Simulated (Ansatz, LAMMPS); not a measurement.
## Relaxing ionic liquid MMIM+ FSI- with water, from a frame at 350 K (131 atoms)

Wanted: the relaxed structure of ionic liquid MMIM+ FSI- with water, from a frame at 350 K (131 atoms) and its electronic structure.

Calculated with Ansatz 0.2.0; Kohn-Sham DFT, PBE+D3(BJ), PAW (set soft_2), plane waves.

This is a report of a sequence of runs, with most program output left out.

### Step 1. Set-up

The cell holds 131 atoms: 25 C, 15 N, 49 H, 10 S, 22 O and 10 F. Its edges and angles: a = 11.686 Å, b = 11.686 Å, c = 11.686 Å, α = 90.0°, β = 90.0°, γ = 90.0°. 5 MMIM+, 5 FSI-, 2 H2O placed at random, at 1.48 g/cm³; overlaps pushed apart, then 10 ps at 700 K with MMFF94 bonds, angles, torsions, charges and radii (Halgren, J. Comput. Chem. 17, 490 (1996)) in harmonic and 12-6 forms; SPC/E water (Berendsen, Grigera and Straatsma, J. Phys. Chem. 91, 6269 (1987)); charges of ions scaled by 0.8. Snapshot after 30 ps at 350 K and fixed volume.

Limits known from the start: The network of contacts between molecules at the start is that of the classical potential that made the cell. The density was typed from a rule of thumb and may lie off the real one at this temperature. Sampling is at Γ alone, for a cell whose shortest periodic width is 12 Å.

### Step 2. Making the structure

A classical potential makes the cell, at a small fraction of what the same run would cost in DFT.

This step: classical MD, MMFF94 bonds, angles, torsions, charges and radii (Halgren, J. Comput. Chem. 17, 490 (1996)) in harmonic and 12-6 forms; SPC/E water (Berendsen, Grigera and Straatsma, J. Phys. Chem. 91, 6269 (1987)); charges of ions scaled by 0.8 (LAMMPS 22 Jul 2025 - Update 4).

Input file in.lmp:

```
# ionic liquid MMIM+ FSI- with water
units real
atom_style full
boundary p p p
bond_style harmonic
angle_style harmonic
dihedral_style opls
improper_style harmonic
special_bonds lj 0 0 0.5 coul 0 0 0.75
read_data data.lmp
neigh_modify delay 0 every 1 check yes one 4000
comm_modify cutoff 12.0
timestep 0.5
thermo_style custom step time temp pe press density
thermo_modify norm yes
# push overlapping molecules apart
pair_style soft 2.6
pair_coeff * * 0.0
variable a equal ramp(1,60)
fix ad all adapt 1 pair soft a * * v_a
velocity all create 700 877430 mom yes dist gaussian
fix lim all nve/limit 0.03
fix lan all langevin 700 700 50 877431 zero yes
thermo 1000
run 3000 post no
unfix ad
pair_style lj/cut/coul/long 9.0
pair_modify mix arithmetic tail yes
pair_coeff 1 1 0.0678 3.3680   # C
pair_coeff 2 2 0.0721 3.1460   # N
pair_coeff 3 3 0.0678 3.5860   # C
pair_coeff 4 4 0.0678 3.3270   # C
pair_coeff 5 5 0.0216 2.5400   # H
pair_coeff 6 6 0.0721 3.5530   # N
# [... 24 lines left out ...]
compute msd all msd com yes
thermo 7500
fix md all nvt temp 350 350 100
run 30000 post no
print "== T350: mean square displacement over the hold $(c_msd[4]:%.2f) A^2"
unfix md
uncompute msd
write_dump all custom T350.dump id type xs ys zs modify sort id
```

Command:

```sh
lmp -in in.lmp -log none -nocite
```

The job ended after 22 s (1 thread of Intel Xeon Platinum 8559C (Emerald Rapids), shared host; peak memory 0.12 GiB).

The input also reads data.lmp (atoms, bonds and types; not printed here).

### Step 3. Single point at the start

A single point comes first, to see the forces before anything moves.

Input file input.yaml:

```yaml
crystal:
  lattice:
    - [11.68592, 0.0, 0.0]
    - [0.0, 11.68592, 0.0]
    - [0.0, 0.0, 11.68592]
  atoms:
    - { symbol: C, position: [0.6391, 0.83964, 0.9256] }
    - { symbol: "N", position: [0.62515, 0.84628, 0.04818] }
    - { symbol: C, position: [0.7067, 0.82028, 0.12818] }
    - { symbol: C, position: [0.6564, 0.84849, 0.23263] }
    - { symbol: "N", position: [0.54741, 0.89126, 0.20718] }
    - { symbol: C, position: [0.4587, 0.90903, 0.28766] }
    - { symbol: C, position: [0.52917, 0.88686, 0.09742] }
    - { symbol: H, position: [0.6193, 0.9164, 0.88281] }
    - { symbol: H, position: [0.58808, 0.7688, 0.89967] }
    - { symbol: H, position: [0.72781, 0.80978, 0.91237] }
    - { symbol: H, position: [0.78739, 0.78468, 0.10077] }
    - { symbol: H, position: [0.67994, 0.82408, 0.31856] }
    - { symbol: H, position: [0.40781, 0.8351, 0.30807] }
    - { symbol: H, position: [0.39235, 0.96024, 0.2425] }
    - { symbol: H, position: [0.4936, 0.9506, 0.36706] }
    - { symbol: H, position: [0.44507, 0.89489, 0.06247] }
    - { symbol: C, position: [0.99086, 0.1992, 0.85777] }
    - { symbol: "N", position: [0.00214, 0.07867, 0.88583] }
    - { symbol: C, position: [0.95317, 0.98523, 0.8326] }
    - { symbol: C, position: [0.97182, 0.89394, 0.90097] }
    - { symbol: "N", position: [0.03472, 0.93544, 0.99779] }
    - { symbol: C, position: [0.09888, 0.88014, 0.08291] }
    - { symbol: C, position: [0.04003, 0.04823, 0.98624] }
    - { symbol: H, position: [0.07767, 0.2357, 0.82585] }
    - { symbol: H, position: [0.97263, 0.24831, 0.93654] }
    - { symbol: H, position: [0.92727, 0.22003, 0.78716] }
    - { symbol: H, position: [0.9058, 0.99572, 0.75714] }
    - { symbol: H, position: [0.94156, 0.80928, 0.89822] }
    - { symbol: H, position: [0.13437, 0.79615, 0.04465] }
    - { symbol: H, position: [0.04531, 0.86248, 0.15466] }
    - { symbol: H, position: [0.16404, 0.94065, 0.11288] }
    - { symbol: H, position: [0.07502, 0.10447, 0.05403] }
    [... 93 atom lines left out ...]
    - { symbol: O, position: [0.15323, 0.2336, 0.20552] }
    - { symbol: H, position: [0.22904, 0.19605, 0.19264] }
    - { symbol: H, position: [0.15297, 0.31076, 0.16853] }
    - { symbol: O, position: [0.6535, 0.51652, 0.33888] }
    - { symbol: H, position: [0.59062, 0.4624, 0.31793] }
    - { symbol: H, position: [0.70341, 0.53002, 0.27068] }
kpoints:
  mp_grid: { grid: [1, 1, 1] }
hamiltonian:
  xc: pbe
  dispersion: d3bj
scf:
  occupations: { method: fixed }
output:
  forces: true
  stress: true
  populations: true
  dos:
    method: { smearing: { sigma: 0.1 } }
    de: 0.1
    projected: { site_lists: { C: [C], F: [F], H: [H], "N": ["N"], O: [O] } }
  eigenvalues: true
```

Command:

```sh
ansatz run input.yaml --threads 4 --pin off --max-ram 8192MiB --backend cpu --events-out ev --progress --plain --runs-dir out
```

Elapsed: 13 s, on 4 threads of Intel Xeon Platinum 8559C (Emerald Rapids), shared host; peak memory 2.1 GiB.

The run gave:

```
free energy                                      : -42384.4938 eV
free energy per atom                             : -323.5458 eV/atom
SCF cycles                                       : 11
pressure                                         : 1.707 GPa
r.m.s. force component                           : 1.094 eV/Å
longest force                                    : 5.765 eV/Å
Fermi energy                                     : 0.6818 eV
gap (highest filled to lowest empty level) : 3.106 eV
spilling of the projection                       : 0.01799
```

The r.m.s. force component of 1.1 eV/Å and the pressure of 1.7 GPa set the starting point.

Neighbours are counted within 1.34 Å (H-C), 1.21 Å (H-O), 1.77 Å (C-C), 1.79 Å (C-N), 1.88 Å (O-S), 2.02 Å (N-S), 1.98 Å (F-S).

Length of the force by element and coordination:

```
element  coordination  atoms  mean length of the force (eV/Å)  spread  least   most
      C           all     25                             1.80   0.802  0.487   4.16
      C             3     15                             1.47   0.550  0.487   2.39
      C             4     10                             2.30   0.856  0.971   4.16
      F           all     10                             1.51   0.713  0.791   3.34
      H           all     49                             1.08   0.593  0.228   3.13
      N           all     15                             1.89   0.948  0.660   4.33
      N             2      5                             1.74    1.37  0.660   4.33
      N             3     10                             1.97   0.623   1.09   3.13
      O           all     22                             1.29   0.789  0.225   3.90
      O             1     20                             1.38   0.770  0.297   3.90
      O             2      2                            0.391   0.166  0.225  0.557
      S           all     10                             3.78    1.05   1.88   5.76
```

### Step 4. Relaxation

With the cell held, the atoms are moved downhill towards a nearby minimum.

input.yaml, the sections that differ from step 3:

```yaml
output:
  forces: true
relax:
  f_tol: 0.05
  max_steps: 200
# crystal, kpoints, hamiltonian, scf: as in step 3
```

Wall time 8.3 min (4 threads); peak memory 1.9 GiB; 30 min of CPU time.

Relaxation path (22 of 83):

```
step  energy less that of the first step (eV)  largest force component (eV/Å)
   1                                   0.0000                          5.7174
   5                                  -7.8336                          2.5927
   9                                  -8.3987                          0.6656
  13                                  -8.5455                          0.5862
  17                                  -8.4189                          0.6785
  21                                  -8.6640                          0.1913
  24                                  -8.6863                          0.0614
  28                                  -8.7234                          0.2877
  32                                  -8.7764                          0.0774
  36                                  -8.8130                          0.2458
  40                                  -8.8372                          0.1875
  44                                  -8.8503                          0.1344
  48                                  -8.8606                          0.1576
  52                                  -8.8708                          0.1742
  56                                  -8.8841                          0.2622
  60                                  -8.9069                          0.1294
  63                                  -8.9181                          0.1163
  67                                  -8.9301                          0.3129
  71                                  -8.9463                          0.3355
  75                                  -8.9670                          0.2886
  79                                  -8.9640                          0.3220
  83                                  -8.9867                          0.0320
```

Relaxation steps 17, 22, 31, 49, 54, 79, 81 were tried and not accepted.

The atoms that moved most (Å):

```
atom      dx      dy      dz  length
N108  -1.221   2.009  -0.425   2.389
 H61   1.350   1.150   1.013   2.042
 H74  -1.347  -0.745  -1.089   1.885
 H60   0.925   1.356   0.904   1.874
F112   0.835   1.406  -0.871   1.853
 H62  -0.473   0.498   1.691   1.825
 H24  -0.332  -0.218   1.758   1.803
O115   0.528   1.674   0.171   1.764
```

The relaxation changed the energy by -68.6 meV/atom, and atoms moved by 1.1 Å r.m.s., 2.4 Å at most.

### Step 5. Distances and neighbours after relaxation

Bonds before and after, by the cutoffs listed below:

```
pair  bonds before  bonds after  mean before (Å)  mean after (Å)  spread before (Å)  spread after (Å)
 H-C            45           45            1.087           1.090              0.031             0.005
 H-O             4            4            1.000           0.976              0.000             0.003
 C-C             5            5            1.372           1.367              0.016             0.001
 C-N            30           30            1.392           1.395              0.052             0.050
 O-S            20           20            1.452           1.444              0.022             0.004
 N-S            10           10            1.570           1.585              0.036             0.010
 F-S            10           10            1.595           1.623              0.035             0.012
```

Density 1.48 g/cm³, 12.18 Å³ an atom.

g(r), total and by pair (bins of 0.2 Å):

```
r (Å)  total   H-H    H-C   H-O   H-N   H-F   H-S
 0.90   0.31  0.00   0.00  2.48  0.00  0.00  0.00
 1.10   2.88  0.00  20.20  0.00  0.00  0.00  0.00
 1.30   1.01  0.00   0.00  0.00  0.00  0.00  0.00
 1.50   1.43  0.46   0.00  0.00  0.00  0.00  0.00
 1.70   0.94  4.70   0.00  0.00  0.00  0.00  0.00
 1.90   0.09  0.32   0.00  0.33  0.00  0.00  0.00
 2.10   0.97  0.00   0.00  0.52  9.63  0.00  0.00
 2.30   0.61  0.00   1.04  0.98  0.00  0.49  0.00
 2.50   1.41  1.08   0.23  1.72  0.14  0.82  0.00
 2.70   0.68  1.28   1.01  1.88  0.34  0.88  0.00
 2.90   0.74  1.08   2.22  0.70  0.42  1.20  0.47
 3.10   0.82  0.93   0.86  0.80  0.54  0.67  1.86
 3.30   1.34  0.77   2.25  1.41  0.96  1.06  1.42
 3.50   0.74  0.60   0.46  0.58  0.49  1.58  2.02
 3.70   0.94  0.93   0.64  0.65  0.64  1.23  1.51
 3.90   1.03  1.03   0.94  1.27  1.42  1.20  1.60
 4.10   1.08  0.60   1.22  1.23  1.60  1.08  1.22
 4.30   0.99  1.19   0.98  1.31  1.32  0.70  0.77
 4.50   1.04  0.81   0.69  0.78  0.98  1.29  1.28
 4.70   1.08  1.01   0.92  1.36  0.70  1.46  1.18
 4.90   1.02  0.97   0.54  1.04  1.48  1.08  1.34
 5.10   0.99  1.14   1.06  0.90  0.83  1.15  1.39
 5.30   1.04  1.01   1.12  0.90  1.08  1.24  0.82
 5.50   1.00  0.93   0.95  1.05  0.63  0.94  1.16
 5.70   1.03  1.12   1.21  0.93  1.09  0.75  0.96
```

Bonds by pair of elements; cutoffs follow the first minimum of g(r), held within bounds set by covalent radii, and pairs that aren't listed don't count as bonded:

```
pair A-B  cutoff (Å)  bonds  mean length (Å)  spread (Å)  shortest (Å)  B about A  A about B
     H-C        1.34     45             1.09       0.005          1.08      0.918        1.8
     H-O        1.21      4            0.976       0.003         0.971      0.082      0.182
     C-C        1.77      5             1.37       0.001          1.37        0.4        0.4
     C-N        1.79     30             1.40        0.05          1.34        1.2          2
     O-S        1.88     20             1.44       0.004          1.44      0.909          2
     N-S        1.98     10             1.58        0.01          1.56      0.667          1
     F-S        1.98     10             1.62       0.012          1.60          1          1
```

How many atoms have how many bonded neighbours:

```
element  mean   1  2   3   4
      C   3.4   0  0  15  10
      F     1  10  0   0   0
      H     1  49  0   0   0
      N  2.67   0  5  10   0
      O  1.09  20  2   0   0
      S     4   0  0   0  10
```

Bond angles, per cent of each kind in bins of 5°:

```
angle (°)  H-C-N  H-C-H  C-N-C  F-S-O  N-S-O
  100–105    0.0    0.0    0.0  100.0    0.0
  105–110   58.0   56.7   33.3    0.0   40.0
  110–115    2.0   43.3    0.0    0.0   15.0
  115–120    0.0    0.0    0.0    0.0   45.0
  120–125   22.0    0.0   10.0    0.0    0.0
  125–130   18.0    0.0   56.7    0.0    0.0
```

Bond angles (no mean is given where the spread exceeds 20°):

```
angle  count  mean (°)  spread (°)
H-C-N     50       115         7.4
H-C-H     30       110         0.7
C-N-C     30       120         7.8
F-S-O     20       104         0.7
N-S-O     20       113         4.1
```

Bond length by coordination (bonds to H left out):

```
element  coordination  atoms  mean bond length (Å)
      C             3     15                  1.36
      C             4     10                  1.46
      N             2      5                  1.58
      N             3     10                  1.40
      O             1     20                  1.44
```

Rings of the network by King's shortest-path rule, up to 12 atoms, one path for each pair of neighbours; H, halogens, alkali and alkaline-earth atoms are left out, and the last column divides by all other atoms, bonded or not:

```
ring size (atoms)  rings  per network atom
                5      5             0.069
```

With the cutoffs above, 60 % of C atoms have 3, all F atoms have 1, all H atoms have 1 and 67 % of N atoms have 3 bonded neighbours. The H-C-N angle averages 115° with a spread of 7°. All rings counted have 5 atoms.

(Part 1 of 2 ends here.)

[Logs are printed without paths, hosts, clocks, repeated set-up lines and the standing remarks that a program may print on its own settings, such as how far it seeks lower states.]

[Hosts, paths, dates, database ids (printed as entryN), source tags and the programs' standing remarks are cut or masked in the printed files.]

[The MMFF94 radii named for the starting cell were scaled by 0.96; in molecules described by MMFF94, hydrogen bound to N, O or S took a small fixed 12-6 site in their place.]
